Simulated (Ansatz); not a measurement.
# Static equation of state of random fcc alloy of Ir and Pd (108 atoms)

The cell holds 108 atoms: 81 Pd and 27 Ir. Its edges and angles: a = 11.661 Å, b = 11.666 Å, c = 11.661 Å, α = 90.0°, β = 90.0°, γ = 89.9°. It derives from Ir (fcc) and Pd, repeated 3×3×3. The starting structure: Fcc Ir, 3 x 3 x 3 conventional cells, 81 of 108 Ir sites given to Pd at random (x = 0.750), lattice by Vegard's rule (a = 3.877 Å); not relaxed, displaced by a Gaussian of 0.02 Å.

Calculated with Ansatz 0.2.0: Kohn-Sham DFT, r2SCAN, PAW (set soft_2), plane waves; cutoff 500 eV, k-mesh 2×2×2, fermi-dirac smearing of 0.1 eV. Cell and atoms were relaxed first, to V0 = 14.687 Å³ an atom at a residual P0 = 0.005 GPa. The cell was then scaled evenly, and the atoms were relaxed at each volume.

```
volume (Å³/atom)  pressure (GPa)
          13.219               ?
          13.806           16.41
          14.247           7.403
          15.128          -6.045
          15.569          -10.96
```

Task: Fit the third-order Birch–Murnaghan equation to the rows given and extrapolate to the withheld row.

**Working.**

Take the Eulerian strain f = ½[(V0/V)^(2/3) − 1] and the normalised pressure F = (P − P0) / [3f(1 + 2f)^(5/2)]. The third-order Birch–Murnaghan equation is then the line F = B0 + (3/2)B0(B′ − 4) f, so u = f and v = F.

| u = f | v = F (GPa) |
| --- | --- |
| 0.0210565 | 234.283 |
| 0.0102568 | 228.525 |
| -0.00975642 | 217.162 |
| -0.0190505 | 211.377 |

With n = 4: mean u = 6.2658e-4, mean v = 222.837, Σ(u − ū)² = 0.0010051, Σ(u − ū)(v − v̄) = 0.57305. Slope b = 0.57305 / 0.0010051 = 570.14; intercept a = v̄ − b ū = 222.48.

So B0 = a = 222 GPa and B′ = 4 + 2b/(3a) = 5.71. At the withheld volume f = 0.03638, F = a + b f = 243.2 GPa, and P = P0 + 3f(1 + 2f)^(5/2) F.

Prediction at 13.219: 31.65 GPa. The run gave 31.48 GPa, so the fit is high by 0.17 GPa (0.54 % of the value).

B′ = 5.7 lies in the range of 3 to 6 that is common for dense crystals. Among the rows given, the largest miss of the fit is at 13.806, by 0.014 GPa (0.033 % of the range of the table).

Limits: Static cells at zero temperature; the cell shape is held. The program notes that the SCF threshold of these relaxations is loose for the stress. The electron count is odd and the run has no spin polarisation.

[Logs are printed without paths, hosts, clocks, repeated set-up lines and the standing remarks that a program may print on its own settings, such as how far it seeks lower states.]

[Hosts, paths, dates, database ids (printed as entryN), source tags and the programs' standing remarks are cut or masked in the printed files.]
